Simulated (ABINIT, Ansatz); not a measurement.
# Dielectric function and optical constants of RbZnCl3 (model structure)

Wanted: where RbZnCl3 (model structure) starts to absorb, how strongly, and its refractive index. The structure is a model built here, which may or may not match a known phase. It was built so: All Cd replaced by Zn and Cs replaced by Rb in the Pm-3m structure of CsCdCl3. The cell is first relaxed with Ansatz.

Method: DFT, PBE, plane waves with norm-conserving potentials (PseudoDojo), scalar-relativistic, independent-particle linear optical response without local fields, in ABINIT 10.8.3.

### Step 1. The structure

Symmetry: Pm-3m, No. 221, cubic system. Conventional cell: a = 4.890 Å, b = 4.890 Å, c = 4.890 Å, α = 90.00°, β = 90.00°, γ = 90.00°. Nearest to Rb lie 12 Cl at 3.46 Å. Zn has 6 Cl at 2.44 Å nearest. Nearest to Cl lie 2 Zn at 2.44 Å and 4 Rb at 3.46 Å. All Cd replaced by Zn and Cs replaced by Rb in the Pm-3m structure of CsCdCl3. Farther neighbours and most contacts between anions are not listed.

### Step 2. Relaxation

The structure was built or cut out here, so it is relaxed before any spectrum is computed.

This step: DFT, PBE, plane-wave PAW, default files, scalar-relativistic, relaxation (Ansatz 0.2.0).

The input, input.yaml:

```yaml
crystal:
  lattice:
    - [4.88979827, 0.0, 0.0]
    - [0.0, 4.88979827, 0.0]
    - [0.0, 0.0, 4.88979827]
  atoms:
    - { symbol: Rb, position: [0.0, 0.0, 0.0] }
    - { symbol: Zn, position: [0.5, 0.5, 0.5] }
    - { symbol: Cl, position: [0.5, 0.5, 0.0] }
    - { symbol: Cl, position: [0.5, 0.0, 0.5] }
    - { symbol: Cl, position: [0.0, 0.5, 0.5] }
kpoints:
  mp_grid: { grid: [5, 5, 5] }
scf:
  occupations: { method: fermi_dirac, width: 0.05 }
hamiltonian:
  xc: pbe
output:
  forces: true
  stress: true
relax:
  f_tol: 0.02
  max_steps: 50
  cell: {}
```

Run with:

```
> ansatz run input.yaml --threads 4 --pin off --max-ram 8192MiB --backend cpu --events-out ev --progress --plain --runs-dir out
```

Numbers of over 12 decimals in the logs are rounded to 6 here.

What it wrote:

```text
Engine: ansatz 0.2.0, x86_64-unknown-linux-gnu
Pseudopotentials: kind: paw
Pseudopotential: Rb, paw, valence charge 9, recommended cutoff 420 eV (normal), Rb.paw.azcp
Pseudopotential: Zn, paw, valence charge 12, recommended cutoff 420 eV (normal), Zn.paw.azcp
Pseudopotential: Cl, paw, valence charge 7, recommended cutoff 420 eV (normal), Cl.paw.azcp
Functional definition: PBE
  parameter kappa = 0.804
  parameter beta = 0.066725
  exchange = pbe_x(kappa = kappa, mu = beta*pi^2/3)
  correlation = pbe_c(beta = beta)
Crystal: 5 atoms, lattice volume = 116.916 Å³
Basis set: ecut = 420 eV, 2301 PW (Γ), exchange–correlation on 72×72×72 points (8 copies of the dense FFT grid, shifted against one another)
Bands: 26, of which v1, the nominal top of the filled ones, is band 21 counted from 1 (20 counted from 0)
Symmetry: 48 space group operations
Space group: Pm-3m (ITA 221), of the structure as read, at distance tolerance 4.9e-5 Å
k-points: 10 of 125
Non-local potential: Rb, projectors of the file, l = 0: 3, l = 1: 2, l = 2: 2
Non-local potential: Zn, projectors of the file, l = 0: 2, l = 1: 2, l = 2: 3, l = 3: 1
Non-local potential: Cl, projectors of the file, l = 0: 2, l = 1: 2, l = 2: 2
PAW form: soft (Blöchl's): semilocal exchange-correlation on the pseudo side does not see the compensation charge
PAW one-centre angular grid: Rb, 110 points (default); XC on 64 Gauss nodes
PAW one-centre angular grid: Zn, 590 points (default); XC on 64 Gauss nodes
PAW one-centre angular grid: Cl, 110 points (default); XC on 64 Gauss nodes
Initial density: superposition of atomic densities (neutral atoms: chi_scale 0, normalization atom), corrected by the library's trained network
Initial wavefunctions: pseudopotential atomic-orbital guess
Functional: x = pbe(κ = 0.804, μ = 0.219515), c = pbe(β = 0.066725)
SCF iter   1: F=—  HF=-9831.917234 eV  |F-HF|=—  |Δ(HF+E_count)|=         —  Δρ=4.41e-4  dr2=1.19e-4  ethr=1.77e-3  ⟨swp⟩=8.7  Hψ=1397  notcnv=0
preconditioner: auto → Resta (q_TF=auto, 2.300 Å⁻¹)  ε∞=3.9  [insulator: Δε(μ)=1.702 eV  Ē_g=12.653 eV  σ=0.050 eV  W_gap=1.00  n_scr=26 (ndim 8)  ℏωp=21.7 eV  f_vac=0.024  D(μ)=0.00/eV (n_scr^D=0)  ε∞_Penn≈3.9]
SCF iter   2: F=—  HF=-9831.917353 eV  |F-HF|=—  |Δ(HF+E_count)|=   1.19e-4  Δρ=2.42e-4  dr2=6.43e-5  ethr=2.83e-7  ⟨swp⟩=3.1  Hψ=655  notcnv=0
SCF iter   3: F=—  HF=-9831.917295 eV  |F-HF|=—  |Δ(HF+E_count)|=   5.84e-5  Δρ=7.84e-5  dr2=5.35e-6  ethr=1.53e-7  ⟨swp⟩=2.0  Hψ=436  notcnv=0
SCF iter   4: F=—  HF=-9831.917295 eV  |F-HF|=—  |Δ(HF+E_count)|=   5.66e-7  Δρ=2.37e-5  dr2=5.08e-7  ethr=1.27e-8  ⟨swp⟩=2.3  Hψ=396  notcnv=0
iter 5 did not close the SCF: its close was put off for the readings that it lacked (scf_convergence_deferred on its scf_iter line)
SCF iter   5: F=-9831.917295 eV  HF=-9831.917295 eV  |F-HF|=7.71e-8  |Δ(HF+E_count)|=   7.39e-9  Δρ=8.77e-6  dr2=9.76e-8  ethr=1.21e-9  ⟨swp⟩=2.1  Hψ=362  notcnv=0
SCF iter   6: F=-9831.917295 eV  HF=-9831.917295 eV  |F-HF|=6.81e-8  |Δ(HF+E_count)|=   4.46e-9  Δρ=8.42e-6  dr2=4.20e-8  ethr=2.32e-10  ⟨swp⟩=2.9  Hψ=975  notcnv=0
SCF 1 converged in 6 iterations: F = -9831.917295 eV  dr2 = 4.20e-8
  greatest PAW one-centre occupation: 0.988 electrons in one spin orbital (limit 2), on the Zn atom at site 1 (counted from 0), in its partial waves of l = 2
relax step   1: F+E_penalty+E_count = -9831.91729502 eV  Δ(F+E_penalty+E_count) = +0.000e0 eV  max|allowed force component| = 5.464e-29 eV/Å  Δτ_max = 0.0000 Å  P = +2.976 GPa  Ω = 116.916 Å³  (6 SCF iters, dr2 threshold 1.00e-7 eV, accepted)
Crystal: 5 atoms, lattice volume = 122.216 Å³
Basis set: ecut = 420 eV, 2373 PW (Γ), exchange–correlation on 72×72×72 points (8 copies of the dense FFT grid, shifted against one another)
Initial density: handed on by an earlier stage of this run
Initial wavefunctions: those handed on with the density
iter 1 solved again at ethr=1.06e-5 eV; its pass at ethr=3.10e-3 eV (dr2=4.47e-3 eV) is discarded
SCF iter   1: F=—  HF=-9831.983064 eV  |F-HF|=—  |Δ(HF+E_count)|=         —  Δρ=1.51e-3  dr2=4.23e-3  ethr=1.06e-5  ⟨swp⟩=1.1  Hψ=1427  notcnv=0
preconditioner: auto → Resta (q_TF=auto, 2.283 Å⁻¹)  ε∞=3.9  [insulator: Δε(μ)=1.592 eV  Ē_g=12.465 eV  σ=0.050 eV  W_gap=1.00  n_scr=26 (ndim 8)  ℏωp=21.2 eV  f_vac=0.027  D(μ)=0.00/eV (n_scr^D=0)  ε∞_Penn≈3.9]
SCF iter   2: F=—  HF=-9831.981709 eV  |F-HF|=—  |Δ(HF+E_count)|=   1.36e-3  Δρ=7.46e-4  dr2=1.01e-3  ethr=1.01e-5  ⟨swp⟩=2.2  Hψ=359  notcnv=0
SCF iter   3: F=—  HF=-9831.981376 eV  |F-HF|=—  |Δ(HF+E_count)|=   3.32e-4  Δρ=4.21e-4  dr2=4.20e-4  ethr=2.40e-6  ⟨swp⟩=2.0  Hψ=339  notcnv=0
SCF iter   4: F=—  HF=-9831.981222 eV  |F-HF|=—  |Δ(HF+E_count)|=   1.55e-4  Δρ=1.85e-4  dr2=4.13e-5  ethr=1.00e-6  ⟨swp⟩=2.0  Hψ=388  notcnv=0
SCF iter   5: F=—  HF=-9831.981221 eV  |F-HF|=—  |Δ(HF+E_count)|=   6.15e-7  Δρ=2.90e-5  dr2=1.04e-6  ethr=9.83e-8  ⟨swp⟩=2.3  Hψ=430  notcnv=0
SCF iter   6: F=-9831.981222 eV  HF=-9831.981222 eV  |F-HF|=5.96e-8  |Δ(HF+E_count)|=   6.64e-7  Δρ=9.40e-6  dr2=6.02e-8  ethr=1.19e-9  ⟨swp⟩=4.8  Hψ=977  notcnv=0
SCF 2 converged in 6 iterations: F = -9831.981222 eV  dr2 = 6.02e-8
relax step   2: F+E_penalty+E_count = -9831.98122166 eV  Δ(F+E_penalty+E_count) = -6.393e-2 eV  max|allowed force component| = 1.637e-29 eV/Å  Δτ_max = 0.0000 Å  P = +1.020 GPa  Ω = 122.216 Å³  energy of the carried Pulay correction = -8.706e-4 eV  (6 SCF iters, dr2 threshold 5.00e-7 eV, accepted)
Crystal: 5 atoms, lattice volume = 125.176 Å³
Basis set: ecut = 420 eV, 2469 PW (Γ), exchange–correlation on 72×72×72 points (8 copies of the dense FFT grid, shifted against one another)
iter 1 solved again at ethr=3.06e-6 eV; its pass at ethr=3.10e-3 eV (dr2=1.29e-3 eV) is discarded
SCF iter   1: F=—  HF=-9831.991685 eV  |F-HF|=—  |Δ(HF+E_count)|=         —  Δρ=8.33e-4  dr2=1.32e-3  ethr=3.06e-6  ⟨swp⟩=1.5  Hψ=1450  notcnv=0
preconditioner: auto → Resta (q_TF=auto, 2.274 Å⁻¹)  ε∞=3.9  [insulator: Δε(μ)=1.498 eV  Ē_g=12.386 eV  σ=0.050 eV  W_gap=1.00  n_scr=26 (ndim 8)  ℏωp=21.0 eV  f_vac=0.027  D(μ)=0.00/eV (n_scr^D=0)  ε∞_Penn≈3.9]
SCF iter   2: F=—  HF=-9831.991258 eV  |F-HF|=—  |Δ(HF+E_count)|=   4.27e-4  Δρ=3.98e-4  dr2=3.03e-4  ethr=3.06e-6  ⟨swp⟩=2.2  Hψ=365  notcnv=0
SCF iter   3: F=—  HF=-9831.991127 eV  |F-HF|=—  |Δ(HF+E_count)|=   1.31e-4  Δρ=2.31e-4  dr2=1.34e-4  ethr=7.22e-7  ⟨swp⟩=2.2  Hψ=362  notcnv=0
SCF iter   4: F=—  HF=-9831.991086 eV  |F-HF|=—  |Δ(HF+E_count)|=   4.08e-5  Δρ=9.70e-5  dr2=1.24e-5  ethr=3.20e-7  ⟨swp⟩=2.1  Hψ=388  notcnv=0
SCF iter   5: F=-9831.991086 eV  HF=-9831.991086 eV  |F-HF|=1.24e-7  |Δ(HF+E_count)|=   2.05e-7  Δρ=1.51e-5  dr2=3.15e-7  ethr=1.19e-9  ⟨swp⟩=4.1  Hψ=1297  notcnv=0
SCF 3 converged in 5 iterations: F = -9831.991086 eV  dr2 = 3.15e-7
relax step   3: F+E_penalty+E_count = -9831.99108575 eV  Δ(F+E_penalty+E_count) = -9.864e-3 eV  max|allowed force component| = 2.048e-29 eV/Å  Δτ_max = 0.0000 Å  P = +0.118 GPa  Ω = 125.176 Å³  energy of the carried Pulay correction = -1.340e-3 eV  (5 SCF iters, dr2 threshold 5.00e-7 eV, accepted)
[...]
relax step   4: F+E_penalty+E_count = -9831.99117853 eV  Δ(F+E_penalty+E_count) = -9.277e-5 eV  max|allowed force component| = 6.416e-30 eV/Å  Δτ_max = 0.0000 Å  P = +0.006 GPa  Ω = 125.575 Å³  energy of the carried Pulay correction = -1.403e-3 eV  (5 SCF iters, dr2 threshold 3.50e-8 eV, accepted)
Initial wavefunctions: pseudopotential atomic-orbital guess (no wavefunctions were taken with the density)
iter 1 solved again at ethr=1.84e-7 eV; its pass at ethr=3.10e-3 eV (dr2=7.74e-5 eV) is discarded
SCF iter   1: F=—  HF=-9831.988780 eV  |F-HF|=—  |Δ(HF+E_count)|=         —  Δρ=3.30e-4  dr2=4.62e-6  ethr=1.84e-7  ⟨swp⟩=4.0  Hψ=2090  notcnv=0
preconditioner: auto → Resta (q_TF=auto, 2.273 Å⁻¹)  ε∞=3.9  [insulator: Δε(μ)=1.471 eV  Ē_g=12.385 eV  σ=0.050 eV  W_gap=1.00  n_scr=26 (ndim 8)  ℏωp=21.0 eV  f_vac=0.027  D(μ)=0.00/eV (n_scr^D=0)  ε∞_Penn≈3.9]
SCF iter   2: F=—  HF=-9831.991611 eV  |F-HF|=—  |Δ(HF+E_count)|=   2.83e-3  Δρ=1.91e-4  dr2=7.02e-6  ethr=1.10e-8  ⟨swp⟩=2.0  Hψ=456  notcnv=0
SCF iter   3: F=—  HF=-9831.992417 eV  |F-HF|=—  |Δ(HF+E_count)|=   8.07e-4  Δρ=7.19e-5  dr2=2.97e-7  ethr=1.10e-8  ⟨swp⟩=2.0  Hψ=362  notcnv=0
SCF iter   4: F=—  HF=-9831.992581 eV  |F-HF|=—  |Δ(HF+E_count)|=   1.64e-4  Δρ=3.70e-6  dr2=8.41e-9  ethr=7.07e-10  ⟨swp⟩=2.0  Hψ=456  notcnv=0
SCF iter   5: F=—  HF=-9831.992581 eV  |F-HF|=—  |Δ(HF+E_count)|=   7.40e-8  Δρ=1.71e-6  dr2=9.96e-10  ethr=2.00e-11  ⟨swp⟩=2.0  Hψ=446  notcnv=0
SCF iter   6: F=—  HF=-9831.992581 eV  |F-HF|=—  |Δ(HF+E_count)|=   2.94e-8  Δρ=7.90e-7  dr2=3.15e-10  ethr=2.37e-12  ⟨swp⟩=2.0  Hψ=417  notcnv=0
SCF iter   7: F=-9831.992581 eV  HF=-9831.992581 eV  |F-HF|=6.00e-11  |Δ(HF+E_count)|=   1.76e-8  Δρ=1.08e-7  dr2=3.03e-11  ethr=1.00e-12  ⟨swp⟩=3.0  Hψ=1154  notcnv=0
SCF 5 converged in 7 iterations: F = -9831.992581 eV  dr2 = 3.03e-11
relax step   5: F+E_penalty+E_count = -9831.99258103 eV  Δ(F+E_penalty+E_count) = -1.403e-3 eV  max|allowed force component| = 4.681e-30 eV/Å  Δτ_max = 0.0000 Å  P = +0.005 GPa  Ω = 125.575 Å³  stress off target by 5.40e-3 GPa  SCF on the basis re-selected at this cell (its energy is not comparable with the rows above)  (7 SCF iters)
basis re-selected at this cell: Δ(F+E_penalty+E_count) = -1.403e-3 eV, ΔP = -0.001 GPa vs the last step (what re-selecting the basis moved, of the pressure what is left beyond the Pulay correction that the steps carried, after the strain that the cell walked since its last selection, with what the two solves' SCF thresholds leave and, on support functions, any second-order correction that the steps lacked; it is no m [...]
SCF converged after 7 iterations
Free energy (F): -9831.992581 eV
Harris-Foulkes:  -9831.992581 eV  (|F-HF|=6.00e-11)
Internal energy: -9831.992581 eV  (E = F + TS)
E sigma→0 (E₀):  -9831.992581 eV
Entropy (-TS):   -0.000000 eV (-0.000 meV/atom)
Fermi energy:    3.661943 eV
--- Per-component energies (eV) ---
  E_band       = -132.737398
  E_kinetic    = 806.833015
  E_local      = -3371.155290  (includes V_loc(G=0)·N_el)
  E_nonlocal   = 878.109059
  E_hartree    = 1270.790819
  E_xc         = -588.188618
  E_vxc        = -553.803731  (∫ρ·V_xc dr)
  E_paw        = -6429.476240  (= ΣΔE_a)
  E_vpaw       = -434.302125  (= ΣTr[D̂ρ^β])
  E_aug_tail   = -0.000108  (compensation charges beyond the density's cutoff)
  E_ewald      = -2398.905219
  E_smearing   = -0.000000  (= −TS)
  E_closure    = 0.000000  (closes the sum)
  Σ components = -9831.992581   (vs F -9831.992581, Δ=0.00e0)
--- Forces (eV/Å), atoms counted from 1 ---
  atom   1  Rb     0.00000000    -0.00000000     0.00000000
  atom   2  Zn    -0.00000000     0.00000000    -0.00000000
  atom   3  Cl     0.00000000     0.00000000     0.00000000
  atom   4  Cl    -0.00000000     0.00000000     0.00000000
  atom   5  Cl    -0.00000000     0.00000000     0.00000000
  max |Σ_I F_I| component: 8.15e-30 eV/Å
--- Stress (GPa, compression-positive) ---
        0.005403       0.000000      -0.000000
        0.000000       0.005403       0.000000
       -0.000000       0.000000       0.005403
  P = ⅓ Tr σ = 0.0054 GPa (0.054 kbar)
--- Relaxed structure (4 steps of the walk, 4 accepted, 1 SCFs on fresh bases) ---
  F+E_penalty+E_count = -9831.99258103 eV   max|allowed force component| = 4.681e-30 eV/Å   (the final SCF, on the basis selected at the relaxed cell)
  cell:  # Å, volume = 125.5748 Å³
    - [5.007653, 0, 0]
    - [0, 5.007653, 0]
    - [0, 0, 5.007653]
  atoms:
    - { symbol: Rb, position: [0, 0, 0] }
    - { symbol: Zn, position: [0.5, 0.5, 0.5] }
    - { symbol: Cl, position: [0.5, 0.5, 0] }
    - { symbol: Cl, position: [0.5, 0, 0.5] }
    - { symbol: Cl, position: [0, 0.5, 0.5] }
```

Run time: 4.4 s. Hardware: 4 threads of Intel Xeon Platinum 8375C at 2.90GHz (Ice Lake), shared host; peak memory 0.51 GiB; 13 s of CPU time.

Relaxation path:

```csv
step,energy less that of the first step (eV),largest force component (eV/Å),pressure (GPa),volume (Å³)
1,0.0000,0.0000,2.98,116.92
2,-0.0639,0.0000,1.02,122.22
3,-0.0738,0.0000,0.12,125.18
4,-0.0739,0.0000,0.01,125.57
5*,-0.0753,0.0000,0.01,125.57
```

Relaxation steps marked * repeat the geometry before them on a plane-wave basis chosen anew for their cell, so energy and pressure can jump there.

The run keeps the 48 symmetry operations that it works with, so distortions that break them were not tested.

```csv
"conventional cell, symmetrised",before,after,change
a (Å),4.890,5.008,+2.4 %
b (Å),4.890,5.008,+2.4 %
c (Å),4.890,5.008,+2.4 %
volume (Å³/atom),23.38,25.11,+7.4 %
```

The relaxed structure:

```xyz
5
Lattice="5.0077 0.0000 0.0000 0.0000 5.0077 0.0000 0.0000 0.0000 5.0077" Properties=species:S:1:pos:R:3 pbc="T T T"
Rb    0.0000    0.0000    0.0000
Zn    2.5038    2.5038    2.5038
Cl    2.5038    2.5038    0.0000
Cl    2.5038    0.0000    2.5038
Cl    0.0000    2.5038    2.5038
```

The relaxation ends with a pressure of 0.01 GPa.

[end of part 1 of 2]

[Logs are printed without paths, hosts, clocks, repeated set-up lines and the standing remarks that a program may print on its own settings, such as how far it seeks lower states.]

[Hosts, paths, dates, database ids (printed as entryN), source tags and the programs' standing remarks are cut or masked in the printed files.]
